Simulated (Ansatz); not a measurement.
# Sn2Ge (model cell, started as cuprite): a soft mode frozen in

Which phase does Sn2Ge (model cell, started as cuprite) fall into along its unstable mode, and how much energy does it gain?

Method: DFT LDA, scalar-relativistic, plane waves, PAW, in Ansatz 0.2.0.

Report form: inputs, costs, results and the conclusion, without the logs.

The structure was built from a prototype and need not be the compound's stable phase.

## Step 1: The starting structure

Symmetry: Pn-3m, No. 224, cubic system. Conventional cell: a = 5.876 Å, b = 5.876 Å, c = 5.876 Å, α = 90.00°, β = 90.00°, γ = 90.00°. Ge has 4 Sn at 2.54 Å nearest. Sn has 2 Ge at 2.54 Å nearest. Farther neighbours, and contacts between anions beyond the nearest, are not listed.

## Step 2: The dispersion

Stability and thermal properties need the whole zone. Linear response on a 2×2×2 q mesh gives force constants as far as a supercell of that size would.

The input, input.yaml:

```yaml
crystal:
  lattice:
    - [5.87551948, 0.0, 0.0]
    - [0.0, 5.87551948, 0.0]
    - [0.0, 0.0, 5.87551948]
  atoms:
    - { symbol: Ge, position: [0.0, 0.0, 0.0] }
    - { symbol: Ge, position: [0.5, 0.5, 0.5] }
    - { symbol: Sn, position: [0.25, 0.25, 0.25] }
    - { symbol: Sn, position: [0.75, 0.75, 0.25] }
    - { symbol: Sn, position: [0.75, 0.25, 0.75] }
    - { symbol: Sn, position: [0.25, 0.75, 0.75] }
kpoints:
  mp_grid: { grid: [6, 6, 6] }
hamiltonian:
  xc: lda
scf:
  occupations: { method: methfessel_paxton, width: 0.2 }
output:
  eigenvalues: true
phonons:
  method: dfpt
  qmesh: [2, 2, 2]
  temperatures: { t_max: 1000, t_step: 50 }
  qpath:
    path:
      - [[0.0, 0.0, 0.0], [0.0, 0.5, 0.0], [0.5, 0.5, 0.0], [0.0, 0.0, 0.0], [0.5, 0.5, 0.5], [0.0, 0.5, 0.0]]
      - [[0.5, 0.5, 0.5], [0.5, 0.5, 0.0]]
    npoints: 10
```

On the command line:

```sh
$ ansatz run input.yaml --threads 8 --pin off --max-ram 14336MiB --backend cpu --events-out ev --progress --plain --runs-dir out
```

Elapsed: 2.5 min, on 8 threads of Arm Neoverse V2, shared host; peak memory 3.1 GiB.

Numbers from this step:

* volume per atom: 33.81 Å³
* gap on the k-mesh: 0 eV
* sum-rule residual before enforcement: 4.18e-5 eV/Å²
* lowest frequency on the path: -103.3 cm⁻¹
* point group: m-3m
* highest frequency on path, mesh or solved points: 256.2 cm⁻¹
* highest optical mode at the zone centre (no LO-TO term): 253.1 cm⁻¹
* lowest optical zone-centre mode: -85.07 cm⁻¹
* lowest mode on the q mesh (acoustic modes at Γ apart): -103.3 cm⁻¹

Frequencies (cm⁻¹) solved at each irreducible wavevector; negative means imaginary. Frequencies by wavevector, by row:

| q in reciprocal lattice units | star | mode 1 | mode 2 | mode 3 | mode 4 | mode 16 | mode 17 | mode 18 |
| --- | --- | --- | --- | --- | --- | --- | --- | --- |
| 0 0 0 | 1 | -85.1 | -85.1 | -85.1 | -79.4 | 253.1 | 253.1 | 253.1 |
| 0 0 -0.5 | 3 | -89.5 | -89.5 | -80.2 | -80.2 | 230.1 | 256.2 | 256.2 |
| 0 -0.5 -0.5 | 3 | -88.5 | -88.5 | -82.4 | -82.4 | 226.3 | 250.8 | 250.8 |
| -0.5 -0.5 -0.5 | 1 | -103.3 | -103.3 | -103.3 | -65.3 | 250.4 | 250.4 | 250.4 |

Interpolated from a 2×2×2 q mesh. Phonon branches along the path, in cm⁻¹:

| point | branch 1 | branch 2 | branch 3 | branch 4 | branch 15 | branch 16 | branch 17 | branch 18 |
| --- | --- | --- | --- | --- | --- | --- | --- | --- |
| Γ | -85 | -85 | -85 | -79 | 178 | 253 | 253 | 253 |
| halfway | -88 | -84 | -81 | -81 | 204 | 247 | 255 | 255 |
| X | -90 | -90 | -80 | -80 | 230 | 230 | 256 | 256 |
| halfway | -88 | -88 | -84 | -84 | 228 | 228 | 254 | 254 |
| M | -88 | -88 | -82 | -82 | 226 | 226 | 251 | 251 |
| halfway | -86 | -86 | -85 | -85 | 210 | 244 | 253 | 255 |
| Γ | -85 | -85 | -85 | -79 | 178 | 253 | 253 | 253 |
| halfway | -93 | -93 | -78 | -77 | 209 | 243 | 253 | 253 |
| R | -103 | -103 | -103 | -65 | 176 | 250 | 250 | 250 |
| halfway | -97 | -94 | -83 | -78 | 211 | 240 | 252 | 252 |
| X | -90 | -90 | -80 | -80 | 230 | 230 | 256 | 256 |
| jump to R | -103 | -103 | -103 | -65 | 176 | 250 | 250 | 250 |
| halfway | -98 | -98 | -92 | -72 | 202 | 244 | 251 | 251 |
| M | -88 | -88 | -82 | -82 | 226 | 226 | 251 | 251 |

Symmetry leaves 4 wavevectors to solve. The lowest mode among them, the acoustic zeros apart, lies at q = (-0.5, -0.5, -0.5) and is imaginary, 103.3i cm⁻¹, so the energy falls along it.

## Step 3: The mode frozen in, largest atomic shift 0 Å

The mode followed lies at q = (-0.5, -0.5, -0.5) with frequency 103.3i cm⁻¹ and is 3-fold degenerate, the softest among the wavevectors solved. At small amplitude the pattern taken leaves space group no. 141 by a symmetry search on the positions. The undistorted cell that holds it gives the zero of energy on the same k mesh.

System of this step: Sn2Ge (model cell, started as cuprite). Symmetry: Pn-3m, No. 224, cubic system. Conventional cell: a = 5.876 Å, b = 5.876 Å, c = 5.876 Å, α = 90.00°, β = 90.00°, γ = 90.00°. Ge has 4 Sn at 2.54 Å nearest. Nearest to Sn lie 2 Ge at 2.54 Å. Farther neighbours, and contacts between anions beyond the nearest, are not listed.

The input, input.yaml:

```yaml
crystal:
  lattice:
    - [5.87551948, 5.87551948, 0.0]
    - [5.87551948, 0.0, 5.87551948]
    - [5.87551948, 0.0, -5.87551948]
  atoms:
    - { symbol: Ge, position: [0.0, 0.0, 0.0] }
    - { symbol: Ge, position: [0.0, 0.5, 0.5] }
    - { symbol: Ge, position: [0.5, 0.25, 0.75] }
    - { symbol: Ge, position: [0.5, 0.75, 0.25] }
    - { symbol: Sn, position: [0.25, 0.125, 0.875] }
    - { symbol: Sn, position: [0.25, 0.625, 0.375] }
    - { symbol: Sn, position: [0.75, 0.125, 0.875] }
    - { symbol: Sn, position: [0.75, 0.625, 0.375] }
    - { symbol: Sn, position: [0.25, 0.625, 0.875] }
    - { symbol: Sn, position: [0.25, 0.125, 0.375] }
    - { symbol: Sn, position: [0.75, 0.125, 0.375] }
    - { symbol: Sn, position: [0.75, 0.625, 0.875] }
kpoints:
  mp_grid: { grid: [6, 6, 6] }
hamiltonian:
  xc: lda
scf:
  occupations: { method: methfessel_paxton, width: 0.2 }
output:
  forces: true
  stress: true
  eigenvalues: true
```

Wall time 4.8 s (8 threads); peak memory 2 GiB; 36 s of CPU time.

Read from the output:

- pressure: 0.1840 GPa
- energy from the undistorted cell: 0 meV/atom

The run ends at a pressure of 0.18 GPa.

## Step 4: The mode frozen in, largest atomic shift 0.6 Å

The atoms are moved along the unstable eigenvector, the largest shift by 0.6 Å, with the cell fixed.

The input, input.yaml:

```yaml
crystal:
  lattice:
    - [5.87551948, 5.87551948, 0.0]
    - [5.87551948, 0.0, 5.87551948]
    - [5.87551948, 0.0, -5.87551948]
  atoms:
    - { symbol: Ge, position: [0.0791688032, -0.0395844016, -0.0395844016] }
    - { symbol: Ge, position: [-0.0791688032, 0.5395844016, 0.5395844016] }
    - { symbol: Ge, position: [0.5791688032, 0.2104155984, 0.7104155984] }
    - { symbol: Ge, position: [0.4208311968, 0.7895844016, 0.2895844016] }
    - { symbol: Sn, position: [0.1884964119, 0.2133951946, 0.905751794] }
    - { symbol: Sn, position: [0.3115035881, 0.5366048054, 0.344248206] }
    - { symbol: Sn, position: [0.6884964119, 0.155751794, 0.9633951946] }
    - { symbol: Sn, position: [0.8115035881, 0.594248206, 0.2866048054] }
    - { symbol: Sn, position: [0.1884964119, 0.5981083935, 0.905751794] }
    - { symbol: Sn, position: [0.3115035881, 0.1518916065, 0.344248206] }
    - { symbol: Sn, position: [0.6884964119, 0.155751794, 0.3481083935] }
    - { symbol: Sn, position: [0.8115035881, 0.594248206, 0.9018916065] }
kpoints:
  mp_grid: { grid: [6, 6, 6] }
hamiltonian:
  xc: lda
scf:
  occupations: { method: methfessel_paxton, width: 0.2 }
output:
  forces: true
  stress: true
  eigenvalues: true
```

Run time: 9.3 s. Hardware: 8 threads; peak memory 2.3 GiB.

Numbers from this step:

| Quantity | Value |
| --- | --- |
| pressure | -2.750 GPa |
| energy from the undistorted cell | -368.5 meV/atom |

The energy, extrapolated to zero smearing, is -368.48 meV/atom against the undistorted cell.

The run ends at a pressure of -2.75 GPa, with forces up to 0.66 eV/Å.

## Step 5: Energy along the mode, all amplitudes (two of the runs are shown above)

An imaginary frequency means negative curvature, so the energy should fall and then rise again as anharmonic terms take over.

This step gave:

| Item | Value |
| --- | --- |
| depth at the lowest point sampled | 368.5 meV/atom |
| largest atomic shift at that point | 0.6 Å |

Table of energy from the parent by largest atomic shift:

| largest atomic shift (Å) | energy from the parent (meV/atom) |
| --- | --- |
| 0.000 | 0 |
| 0.040 | -2.97 |
| 0.080 | -12.0 |
| 0.140 | -36.6 |
| 0.220 | -87.5 |
| 0.320 | -171 |
| 0.450 | -288 |
| 0.600 | -368 |

Displacement at unit largest shift by atom:

| atom | x (Å) | y (Å) | z (Å) | size |
| --- | --- | --- | --- | --- |
| Ge1 | 0.000 | 0.775 | 0.000 | 0.775 |
| Ge2 | 0.000 | -0.775 | 0.000 | 0.775 |
| Ge3 | 0.000 | 0.775 | 0.000 | 0.775 |
| Ge4 | 0.000 | -0.775 | 0.000 | 0.775 |
| Sn5 | 0.564 | -0.602 | 0.564 | 0.999 |
| Sn6 | -0.564 | 0.602 | -0.564 | 0.999 |
| Sn7 | 0.564 | -0.602 | -0.564 | 0.999 |
| Sn8 | -0.564 | 0.602 | 0.564 | 0.999 |
| Sn9 | -0.564 | -0.602 | -0.564 | 0.999 |
| Sn10 | 0.564 | 0.602 | 0.564 | 0.999 |
| Sn11 | -0.564 | -0.602 | 0.564 | 0.999 |
| Sn12 | 0.564 | 0.602 | -0.564 | 0.999 |

The energy still falls at the last step, so the rise lies beyond the steps tried.

## Step 6: Relaxation from the frozen mode

Starting from the lowest point found, all atoms and the cell are let go, so that strain and other modes of the same symmetry can join in.

Edit input.yaml of step 4 so:

```diff
@@ -28 +28,6 @@
   eigenvalues: true
+relax:
+  adjacent_minimum: "off"
+  f_tol: 0.002
+  max_steps: 120
+  cell: { stress_tol: 0.03 }
```

Elapsed: 3.6 min, on 8 threads; peak memory 2.4 GiB; 28 min of CPU time.

Relaxation path:

| step | energy less that of the first step (eV) | largest force component (eV/Å) | pressure (GPa) | volume (Å³) |
| --- | --- | --- | --- | --- |
| 1 | 0.0000 | 0.6614 | -2.75 | 405.67 |
| 2 | -0.7197 | 0.3795 | 0.49 | 381.59 |
| 3 | -1.0426 | 0.1602 | -0.08 | 383.73 |
| 4 | -1.0762 | 0.1176 | 0.10 | 380.58 |
| 5 | -1.1138 | 0.1455 | 0.11 | 374.12 |
| 6 | -1.2053 | 0.2197 | 0.13 | 360.76 |
| 7 | -1.3393 | 0.3928 | 0.43 | 347.44 |
| 8 | -1.6166 | 0.5842 | 0.90 | 335.38 |
| 9 | -1.8801 | 0.2184 | 2.26 | 323.92 |
| 10 | -2.1065 | 0.5124 | -1.44 | 343.82 |
| 11 | -2.2237 | 0.1877 | 0.11 | 333.58 |
| 12 | -2.1688 | 0.5652 | 0.39 | 335.03 |
| 13 | -2.2708 | 0.0349 | -0.16 | 336.49 |
| 14 | -2.2752 | 0.0031 | 0.01 | 335.38 |
| 15 | -2.2752 | 0.0007 | 0.00 | 335.40 |
| 16* | -2.2855 | 0.0006 | 0.06 | 335.40 |
| 17 | -2.2857 | 0.0015 | 0.00 | 335.83 |
| 18* | -2.2858 | 0.0015 | 0.00 | 335.83 |

Relaxation steps marked * repeat the geometry before them on a plane-wave basis chosen anew for their cell, so energy and pressure can jump there. Relaxation step 12 was tried and not accepted.

The run keeps the 16 symmetry operations that the program found, so distortions that break them were not tested.

| cell as run | before | after | change |
| --- | --- | --- | --- |
| a (Å) | 8.309 | 7.616 | -8.3 % |
| b (Å) | 8.309 | 9.173 | +10.4 % |
| c (Å) | 8.309 | 9.173 | +10.4 % |
| β (°) | 60.00 | 52.97 | -11.7 % |
| γ (°) | 60.00 | 52.97 | -11.7 % |
| volume (Å³/atom) | 33.81 | 27.99 | -17.2 % |

The atoms that moved most (Å, as changes of fractional coordinates times the final cell):

| atom | dx | dy | dz | length |
| --- | --- | --- | --- | --- |
| Ge2 | 0.000 | -0.440 | 0.000 | 0.440 |
| Ge1 | 0.000 | 0.440 | 0.000 | 0.440 |
| Ge3 | 0.000 | 0.440 | 0.000 | 0.440 |
| Ge4 | 0.000 | -0.440 | 0.000 | 0.440 |
| Sn9 | 0.040 | -0.029 | 0.040 | 0.064 |
| Sn12 | -0.040 | 0.029 | 0.040 | 0.064 |
| Sn10 | -0.040 | 0.029 | -0.040 | 0.064 |
| Sn5 | -0.040 | -0.029 | -0.040 | 0.064 |

Final coordinates:

```cif
data_structure
_symmetry_space_group_name_H-M 'P 1'
_symmetry_Int_Tables_number 1
_cell_length_a 7.6159
_cell_length_b 9.1732
_cell_length_c 9.1732
_cell_angle_alpha 90.000
_cell_angle_beta 52.969
_cell_angle_gamma 52.969
_cell_volume 335.83
loop_
_atom_site_label
_atom_site_type_symbol
_atom_site_fract_x
_atom_site_fract_y
_atom_site_fract_z
_atom_site_occupancy
Ge1 Ge 0.18949 0.90525 0.90525 1
Ge2 Ge 0.81051 0.59475 0.59475 1
Ge3 Ge 0.68949 0.15525 0.65525 1
Ge4 Ge 0.31051 0.84475 0.34475 1
Sn5 Sn 0.18132 0.21076 0.90934 1
Sn6 Sn 0.31868 0.53924 0.34066 1
Sn7 Sn 0.68132 0.15934 0.96076 1
Sn8 Sn 0.81868 0.59066 0.28924 1
Sn9 Sn 0.18132 0.60792 0.90934 1
Sn10 Sn 0.31868 0.14208 0.34066 1
Sn11 Sn 0.68132 0.15934 0.35792 1
Sn12 Sn 0.81868 0.59066 0.89208 1
```

This step gave:

| Quantity | Value |
| --- | --- |
| pressure | 0.004657 GPa |
| volume per atom | 27.99 Å³ |

The distorted start has space group I4_1/amd; the relaxation ends in I4_1/amd.

## Step 7: Outcome

| Item | Value |
| --- | --- |
| unstable mode of the parent | q = (-0.5, -0.5, -0.5), 103i cm⁻¹ |
| depth at the lowest point sampled | 368 meV/atom |
| largest atomic shift at that point | 0.6 Å |
| space group reached | I4_1/amd |
| energy gained over the parent (first relaxation, on the mesh of the frozen mode) | 559 meV/atom |
| volume per atom, phase reached | 28.0 Å³ |

What this shows: Along this mode the structure falls into I4_1/amd, 559 meV/atom below the parent. At the parent's cell the well is 368.5 meV/atom deep on the steps tried, with its lowest point at a shift of 0.6 Å. That is the last step tried, so the steps alone don't bracket the bottom of the well. Relaxing atoms and cell changes the gain by +190.58 meV/atom against the lowest step (energies at zero smearing). The modes of the phase reached were not computed. Of the 6 patterns followed from this parent, this one ends 60.1 meV/atom above the lowest, Ibam. Each path keeps the symmetry of its pattern, so a lower phase may lie along a pattern not tried. With no gap, or one that is small against the smearing, the frequencies hang on the k mesh and the smearing, most of all near Kohn anomalies. The volume moved by more than a tenth on the k mesh of the start, so the energy gain is rough. Spin-orbit coupling is left out, which can matter for the heavy elements here. The starting cell was built on a prototype and not taken from a measurement, so the phase need not exist.

[Long decimals in the printed logs are rounded to 6 places.]

[Logs are printed without paths, hosts, clocks, repeated set-up lines and the standing remarks that a program may print on its own settings, such as how far it seeks lower states.]

[Hosts, paths, dates, database ids (printed as entryN), source tags and the programs' standing remarks are cut or masked in the printed files.]

[Where the starting crystal was built by hand or by swapping elements, it need not be the compound's stable phase.]
